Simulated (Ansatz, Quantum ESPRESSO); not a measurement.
# RbCaH3 (Pm-3m): modes at Γ and the response to a field, part 3 of 3

Wanted: the vibrations of RbCaH3 (Pm-3m) at Γ, by two programs.

Quantum ESPRESSO 7.5; DFT LDA, scalar-relativistic, plane waves, JTH PAW pseudopotentials.

So far, mean static dielectric tensor (ions relaxed, fixed cell): step 6 (zone-centre analysis) 11.5. The relaxed cell has a = 4.400 Å (conventional setting).

## Step 8: The LO-TO splitting (1 0 0)

A longitudinal polar mode sets up a macroscopic field that stiffens it; the term hangs on the direction from which q goes to zero.

Contents of dynmat.in:

```
&input
   fildyn = 'g.dyn'
   asr = 'simple'
   fileig = 'dynmat.eig'
   q(1) = 1.0
   q(2) = 0.0
   q(3) = 0.0
/
```

Run with:

```
$ dynmat.x -in dynmat.in > dynmat.out
```

The log of the run:

```text
[banner, memory and clock lines left out]
Program DYNMAT v.7.5

     Reading Dynamical Matrix from file g.dyn
     ...Force constants read
     ...epsilon and Z* read

     Polarizability (A^3 units)
     multiply by 0.549404 for Clausius-Mossotti correction
        16.677792    0.000000    0.000000
         0.000000   16.677792    0.000000
         0.000000    0.000000   16.677792

     IR activities are in (D/A)^2/amu units

# mode   [cm-1]    [THz]      IR
    1      0.00    0.0000    0.0000
    2      0.00    0.0000    0.0000
    3      0.00    0.0000    0.0000
    4    109.72    3.2893    0.8903
    5    109.72    3.2893    0.8903
    6    119.25    3.5750    0.1012
    7    355.29   10.6513    0.0000
    8    355.29   10.6513    0.0000
    9    355.29   10.6513    0.0000
   10    410.85   12.3170   39.1731
   11    410.85   12.3170   39.1731
   12    644.63   19.3256   28.4703
   13   1203.83   36.0898   23.5254
   14   1203.83   36.0898   23.5254
   15   1288.56   38.6300   35.0173

[end of the log left out, with the tail of the file of modes that dynmat.x writes under the same name]
```

The job ended after 0.52 s (1 thread of Arm Neoverse V2, shared host).

Numbers from this step:

| Property | Result |
| --- | --- |
| highest mode moved by the LO-TO term | 1289 cm⁻¹ |

Zone-centre frequencies as printed; negative means imaginary. Modes:

```csv
mode,frequency (cm⁻¹)
1,0
2,0
3,0
4,109.7
5,109.7
6,119.2
7,355.3
8,355.3
9,355.3
10,410.9
11,410.9
12,644.6
13,1204
14,1204
15,1289
```

The field moves 3 modes; the highest of them now lies at 1289 cm⁻¹, where the highest that moved away lay at 1204.

## Step 9: Cross-check with Ansatz

The same cell goes through another code, with its own cutoff. The potentials differ. Its k mesh is centred on Γ.

This step: DFT LDA, scalar-relativistic, plane waves, PseudoDojo norm-conserving pseudopotentials (Ansatz 0.2.0).

Contents of input.yaml:

```yaml
crystal:
  lattice:
    - [4.3999138084, 0.0, 0.0]
    - [0.0, 4.3999138084, 0.0]
    - [0.0, 0.0, 4.3999138084]
  atoms:
    - { symbol: Rb, position: [0.0, 0.0, 0.0] }
    - { symbol: Ca, position: [0.5, 0.5, 0.5] }
    - { symbol: H, position: [0.0, 0.5, 0.5] }
    - { symbol: H, position: [0.5, 0.0, 0.5] }
    - { symbol: H, position: [0.5, 0.5, 0.0] }
kpoints:
  mp_grid: { grid: [4, 4, 4] }
hamiltonian:
  xc: lda
  pseudopotentials: { kind: nc, accuracy: standard }
scf:
  occupations: { method: fixed }
output:
  eigenvalues: true
phonons:
  method: dfpt
  dielectric: true
  rigid_motions: translations
```

Run with:

```
$ ansatz run input.yaml --threads 4 --pin off --max-ram 8192MiB --backend cpu --events-out ev --progress --plain --runs-dir out
```

The log of the run:

```text
Engine: ansatz 0.2.0, aarch64-unknown-linux-gnu
Pseudopotentials: kind: nc
Pseudopotential: Rb, nc, valence charge 9, recommended cutoff 571.439111 eV (normal), Rb.nc.azcp (PseudoDojo's, or run here from an input of PseudoDojo's; its table is named by hamiltonian.pseudopotentials.accuracy)
Pseudopotential: Ca, nc, valence charge 10, recommended cutoff 979.609905 eV (normal), Ca.nc.azcp (PseudoDojo's, or run here from an input of PseudoDojo's; its table is named by hamiltonian.pseudopotentials.accuracy)
Pseudopotential: H, nc, valence charge 1, recommended cutoff 1006.821291 eV (normal), H.nc.azcp (PseudoDojo's, or run here from an input of PseudoDojo's; its table is named by hamiltonian.pseudopotentials.accuracy)
Functional definition: SPW92
  exchange = slater_x
  correlation = pw_c
Crystal: 5 atoms, lattice volume = 85.179 Å³
Basis set: ecut = 1006.821291 eV, 6187 PW (Γ), exchange–correlation on 96×96×96 points (8 copies of the dense FFT grid, shifted against one another)
Bands: 16, of which v1, the nominal top of the filled ones, is band 11 counted from 1 (10 counted from 0)
Symmetry: 48 space group operations
k-points: 30 of 64 (irreducible under 2 space group operations, time reversal used)
Non-local potential: Rb, projectors of the file, l = 0: 2, l = 1: 2, l = 2: 2
Non-local potential: Ca, projectors of the file, l = 0: 2, l = 1: 2, l = 2: 2
Non-local potential: H, projectors of the file, l = 0: 2, l = 1: 1
Initial density: superposition of atomic densities (chi_scale 0.1, normalization cell, long waves kept (reshape's long-wave potential 0.00 eV rms))
Initial wavefunctions: pseudopotential atomic-orbital guess
Functional: x = slater, c = lda
SCF iter   1: F=—  HF=-1840.142749 eV  |F-HF|=—  |Δ(HF+E_count)|=         —  Δρ=5.43e-2  dr2=3.00e0  ethr=3.10e-3  ⟨swp⟩=6.6  Hψ=2834  notcnv=0  defer=74
preconditioner: auto → Resta (q_TF=auto, 2.177 Å⁻¹)  ε∞=2.8  [insulator: Δε(μ)=3.869 eV  Ē_g=10.273 eV  n_scr=18 (ndim 8)  ℏωp=13.9 eV  f_vac=0.000  ε∞_Penn≈2.8]
SCF iter   2: F=—  HF=-1839.248952 eV  |F-HF|=—  |Δ(HF+E_count)|=   8.94e-1  Δρ=2.26e-2  dr2=6.44e-1  ethr=3.10e-3  ⟨swp⟩=2.4  Hψ=908  notcnv=0  defer=78
SCF iter   3: F=—  HF=-1839.018778 eV  |F-HF|=—  |Δ(HF+E_count)|=   2.30e-1  Δρ=3.89e-3  dr2=1.09e-2  ethr=2.93e-3  ⟨swp⟩=3.1  Hψ=963  notcnv=0  defer=68
SCF iter   4: F=—  HF=-1839.018168 eV  |F-HF|=—  |Δ(HF+E_count)|=   6.09e-4  Δρ=8.51e-4  dr2=6.44e-4  ethr=4.97e-5  ⟨swp⟩=3.9  Hψ=964  notcnv=0  defer=82
SCF iter   5: F=—  HF=-1839.017978 eV  |F-HF|=—  |Δ(HF+E_count)|=   1.90e-4  Δρ=1.78e-4  dr2=2.22e-5  ethr=2.93e-6  ⟨swp⟩=3.7  Hψ=948  notcnv=0  defer=80
SCF iter   6: F=—  HF=-1839.017983 eV  |F-HF|=—  |Δ(HF+E_count)|=   4.89e-6  Δρ=3.70e-5  dr2=8.88e-7  ethr=1.01e-7  ⟨swp⟩=2.9  Hψ=791  notcnv=0  defer=76
SCF iter   7: F=—  HF=-1839.017952 eV  |F-HF|=—  |Δ(HF+E_count)|=   3.07e-5  Δρ=5.73e-6  dr2=2.02e-8  ethr=4.04e-9  ⟨swp⟩=2.1  Hψ=670  notcnv=0  defer=76
SCF iter   8: F=—  HF=-1839.017952 eV  |F-HF|=—  |Δ(HF+E_count)|=   1.16e-8  Δρ=7.09e-7  dr2=2.56e-10  ethr=9.20e-11  ⟨swp⟩=2.1  Hψ=750  notcnv=0  defer=76
SCF iter   9: F=-1839.017952 eV  HF=-1839.017952 eV  |F-HF|=1.59e-12  |Δ(HF+E_count)|=  3.04e-10  Δρ=6.90e-8  dr2=2.85e-12  ethr=1.00e-12  ⟨swp⟩=19.3  Hψ=5045  notcnv=0
SCF 1 converged in 9 iterations: F = -1839.017952 eV  dr2 = 2.85e-12
DFPT response loops at Γ: preconditioner auto → none (the input reference at scf.mixing.eps_inf says where Resta's filter doesn't serve); β = 0.50; Broyden in place of MSR1
── the response to a field inside a basis, on 4×4×4 k-points: an SCF that follows is theirs, and a resumed run solves both again ──
Bands: 12, of which v1, the nominal top of the filled ones, is band 11 counted from 1 (10 counted from 0)
k-points: 4 of 64
Initial density: handed on by an earlier stage of this run
Initial wavefunctions: pseudopotential atomic-orbital guess (no wavefunctions were taken with the density)
Eigensolver: Dense (4 Hₖ)
SCF iter   1: F=—  HF=-1839.015732 eV  |F-HF|=—  |Δ(HF+E_count)|=         —  Δρ=8.99e-5  dr2=1.15e-6  ethr=1.00e-1
preconditioner: auto → Resta (q_TF=auto, 2.177 Å⁻¹)  ε∞=3.2  [insulator: Δε(μ)=3.566 eV  Ē_g=9.301 eV  n_scr=18 (ndim 8)  ℏωp=13.9 eV  f_vac=0.000  ε∞_Penn≈3.2]
SCF iter   2: F=—  HF=-1839.015733 eV  |F-HF|=—  |Δ(HF+E_count)|=   9.85e-7  Δρ=4.68e-5  dr2=3.39e-7  ethr=5.21e-9
SCF iter   3: F=-1839.015733 eV  HF=-1839.015733 eV  |F-HF|=4.57e-10  |Δ(HF+E_count)|=   3.96e-7  Δρ=1.89e-6  dr2=2.01e-9  ethr=1.54e-9
SCF 1 converged in 3 iterations: F = -1839.015733 eV  dr2 = 2.01e-9
DFPT response loops at Γ: mixed as the last ones told, above
WARN: field response: ε∞ stands inside a basis, on 4×4×4 points; the force constants stand on the 4×4×4 k-mesh, whose period is 13.38 times the interband length at k = (0.0000, -0.5000, -0.5000), direct gap 2.831 eV, under 14: take them and everything formed from them as unconverged, and compare with a denser kpoints.mp_grid
SCF converged after 9 iterations
Free energy (F): -1839.017952 eV
Harris-Foulkes:  -1839.017952 eV  (|F-HF|=1.59e-12)
Internal energy: -1839.017952 eV  (E = F + TS)
E sigma→0 (E₀):  -1839.017952 eV
Fermi energy:    2.645239 eV
--- Per-component energies (eV) ---
  E_band       = -244.720812
  E_kinetic    = 603.741145
  E_local      = -1302.405725  (includes V_loc(G=0)·N_el)
  E_nonlocal   = 46.178635
  E_hartree    = 387.871003
  E_xc         = -417.305928
  E_vxc        = -367.976902  (∫ρ·V_xc dr)
  E_ewald      = -1157.097083
  E_smearing   = -0.000000  (= −TS)
  E_closure    = 0.000000  (closes the sum)
  Σ components = -1839.017952   (vs F -1839.017952, Δ=0.00e0)
--- Band table (eV; the first three rows and the last of 30) ---
  k-point 0: bands = [... 7 lower, -6.6323, -0.4383, 2.0480, 2.0480, 8.6727, 8.6727, 8.6727, 10.0408, ... 1 higher]
  k-point 1: bands = [... 7 lower, -6.6241, 0.1192, 2.1183, 2.1845, 8.3926, 8.3926, 8.8372, 8.8427, ... 1 higher]
  k-point 2: bands = [... 7 lower, -6.6158, 1.0180, 1.7907, 2.3365, 8.1757, 8.1757, 8.2587, 8.9081, ... 1 higher]
  k-point 29: bands = [... 7 lower, -6.8062, 2.3476, 2.3476, 2.3476, 6.9333, 6.9333, 6.9333, 8.5582, ... 1 higher]
--- Phonons (Γ-DFPT): 4 representative perturbations + reference, on 30 of 64 k-points (Σ response iterations 12) ---
  k mesh reduced under 2 symmetry operations, with k and −k counted as one. Each operation leaves every solved perturbation unchanged. A smaller set is not considered because the run solves the response to a homogeneous field
  ASR residual: 1.303e-4 → 0.000e0 eV/Å²; symmetrization residual: 5.626e-7 eV/Å²
  ASR residual per site (eV/Å²): 7.21e-6 1.30e-4 1.04e-5 1.04e-5 1.04e-5
  Γ frequencies (cm⁻¹): 0.00 0.00 0.00 107.81 107.81 107.81 348.31 348.31 348.31 404.98 404.98 404.98 1203.66 1203.66 1203.66
  ε∞ (high-frequency dielectric tensor):
        3.452164     0.000000     0.000000
        0.000000     3.452164     0.000000
        0.000000     0.000000     3.452164
  ε⁰ (static dielectric tensor: ions relaxed, cell fixed):
       11.949316    -0.000000    -0.000000
       -0.000000    11.949316     0.000000
       -0.000000     0.000000    11.949316
  ε⁰ − ε∞ (ionic part):
        8.497152    -0.000000    -0.000000
       -0.000000     8.497152     0.000000
       -0.000000     0.000000     8.497152
  softest optical mode at Γ: 107.81 cm⁻¹; the repairs (sum rule, projections) moved no ω² at Γ by more than (2.26 cm⁻¹)²
  Born effective charges Z* (e; rows j = field, columns β = displacement):
    site 0:
         1.08854    0.00000    0.00000
         0.00000    1.08854    0.00000
         0.00000    0.00000    1.08854
    site 1:
         1.73690   -0.00000   -0.00000
        -0.00000    1.73690    0.00000
         0.00000    0.00000    1.73690
    site 2:
        -1.06988   -0.00000    0.00000
        -0.00000   -0.87778    0.00000
         0.00000    0.00000   -0.87778
    site 3:
        -0.87778    0.00000    0.00000
         0.00000   -1.06988    0.00000
         0.00000    0.00000   -0.87778
    site 4:
        -0.87778    0.00000    0.00000
         0.00000   -0.87778    0.00000
         0.00000    0.00000   -1.06988
  Z* charge neutrality: 8.762e-4 e pre-enforcement
  solved inside a basis spanned on kpoints, on 4×4×4 k-points, its susceptibility summed on 8×8×8: ε∞ is read to err by 8.3e-3, Z* by 1.1e-2 e (field_mesh: kpoints solves on kpoints); Z* is corrected for what the basis lacks
  optical modes at Γ without the LO–TO term, one row a degenerate level:
      ω (cm⁻¹)  modes    IR ((D/Å)²/amu)
        107.81      3             2.9785
        348.31      3             0.0000
        404.98      3           116.9387
       1203.66      3            70.6566
  optical modes at Γ + LO–TO along q̂ = [1.0000, 0.0000, 0.0000]:
      ω (cm⁻¹)  modes    IR ((D/Å)²/amu)
        107.81      2             1.9857
        118.40      1             0.1089
        348.31      3             0.0000
        404.98      2            77.9591
        640.79      1            28.4095
       1203.66      2            47.1044
       1288.63      1            35.0061
  optical modes at Γ + LO–TO along q̂ = [0.0000, 1.0000, 0.0000]:
      ω (cm⁻¹)  modes    IR ((D/Å)²/amu)
        107.81      2             1.9857
        118.40      1             0.1089
        348.31      3             0.0000
        404.98      2            77.9591
        640.79      1            28.4095
       1203.66      2            47.1044
       1288.63      1            35.0061
  optical modes at Γ + LO–TO along q̂ = [0.0000, 0.0000, 1.0000]:
      ω (cm⁻¹)  modes    IR ((D/Å)²/amu)
        107.81      2             1.9857
        118.40      1             0.1089
        348.31      3             0.0000
        404.98      2            77.9591
        640.79      1            28.4095
       1203.66      2            47.1044
       1288.63      1            35.0061
```

Wall time 22 s (4 threads); peak memory 0.87 GiB; 80 s of CPU time.

Numbers from this step:

| Quantity | Value |
| --- | --- |
| gap on the k-mesh | 2.831 eV |
| sum-rule residual before enforcement | 1.30e-4 eV/Å² |
| miss of the charge sum rule | 8.76e-4 e |
| estimated error of the dielectric tensor | 0.008256 |
| estimated error of the Born charges | 0.01070 e |
| lowest optical zone-centre mode | 107.8 cm⁻¹ |
| mean high-frequency dielectric constant | 3.452 |
| largest Born charge in size (third of the trace) | 1.737 e |
| mean static dielectric constant | 11.95 |

Transverse modes. Infrared lines, with heights relative to the strongest:

```csv
position (cm⁻¹),label,"IR intensity ((D/Å)²/amu), degenerate modes summed, relative"
108,T1u,2.5
348,T2u,0.0
405,T1u,100
1204,T1u,60
```

The log warns that the force constants on this k mesh are to be taken as unconverged.

## Step 10: The two compared: QE JTH and Ansatz, PseudoDojo

Worked out from the results:

```
root-mean-square difference : 4.64 cm⁻¹
largest difference          : 7 cm⁻¹
```

Optical modes, paired by symmetry label. Frequencies side by side, by row:

```csv
q (reciprocal lattice),mode,QE JTH (cm⁻¹),"Ansatz, PseudoDojo (cm⁻¹)"
0 0 0,4,109.7,107.8
0 0 0,5,109.7,107.8
0 0 0,6,109.7,107.8
0 0 0,7,355.3,348.3
0 0 0,8,355.3,348.3
0 0 0,9,355.3,348.3
0 0 0,10,410.8,405
0 0 0,11,410.8,405
0 0 0,12,410.8,405
0 0 0,13,1204,1204
0 0 0,14,1204,1204
0 0 0,15,1204,1204
```

The two runs side by side. Further quantities:

```csv
quantity,QE JTH,"Ansatz, PseudoDojo"
mean ε∞,3.461,3.452
"largest Born charge in size (e; the first before, the second after the charge sum rule)",1.741,1.737
```

At the zone centre the largest difference (acoustic modes at Γ apart) is 0.6 % of the highest mode.

## Step 11: Outcome

```yaml
space_group_after_relaxation: Pm-3m
volume_per_atom: 17.0 Å³
gap_on_the_k_mesh: 2.84 eV
highest_optical_zone_centre_mode_no_lo_to_term: 1204 cm⁻¹
lowest_optical_zone_centre_mode: 109.7 cm⁻¹
highest_mode_moved_by_the_lo_to_term: 1289 cm⁻¹
mean_high_frequency_dielectric_constant: 3.46
largest_born_charge_in_size_third_of_the_trace: 1.74 e
mean_static_dielectric_constant: 11.5
imaginary_optical_modes_at_the_zone_centre_no_q_mesh_in_this_session: none
largest_difference_from_ansatz_pseudodojo: 7 cm⁻¹
```

In words: At the LDA level the optical modes of RbCaH3 (Pm-3m) at the zone centre (no LO-TO term) run from 110 to 1204 cm⁻¹. Along the directions run, the highest mode that the macroscopic field moves lies at 1289 cm⁻¹. Lattice motion raises the mean dielectric constant from 3.461 to 11.53. Of the 12 optical modes, 9 are infrared active alone and 3 are silent. QE JTH and Ansatz, PseudoDojo differ by 4.6 cm⁻¹ in the root mean square and by 7.0 cm⁻¹ at most, 0.6 % of the highest mode compared (acoustic modes at Γ left out); the two use different potentials, and the cell was not relaxed for the second set. These are harmonic frequencies at zero temperature: anharmonic shifts and linewidths and thermal expansion are left out. Ansatz's log warns that force constants on this k mesh are to be taken as unconverged, an error that the frequencies of both programs share.

[Host names and launcher messages were left out of these logs when they were recorded.]

[Logs are printed without paths, hosts, clocks, repeated set-up lines and the standing remarks that a program may print on its own settings, such as how far it seeks lower states.]

[Hosts, paths, dates, database ids (printed as entryN), source tags and the programs' standing remarks are cut or masked in the printed files.]
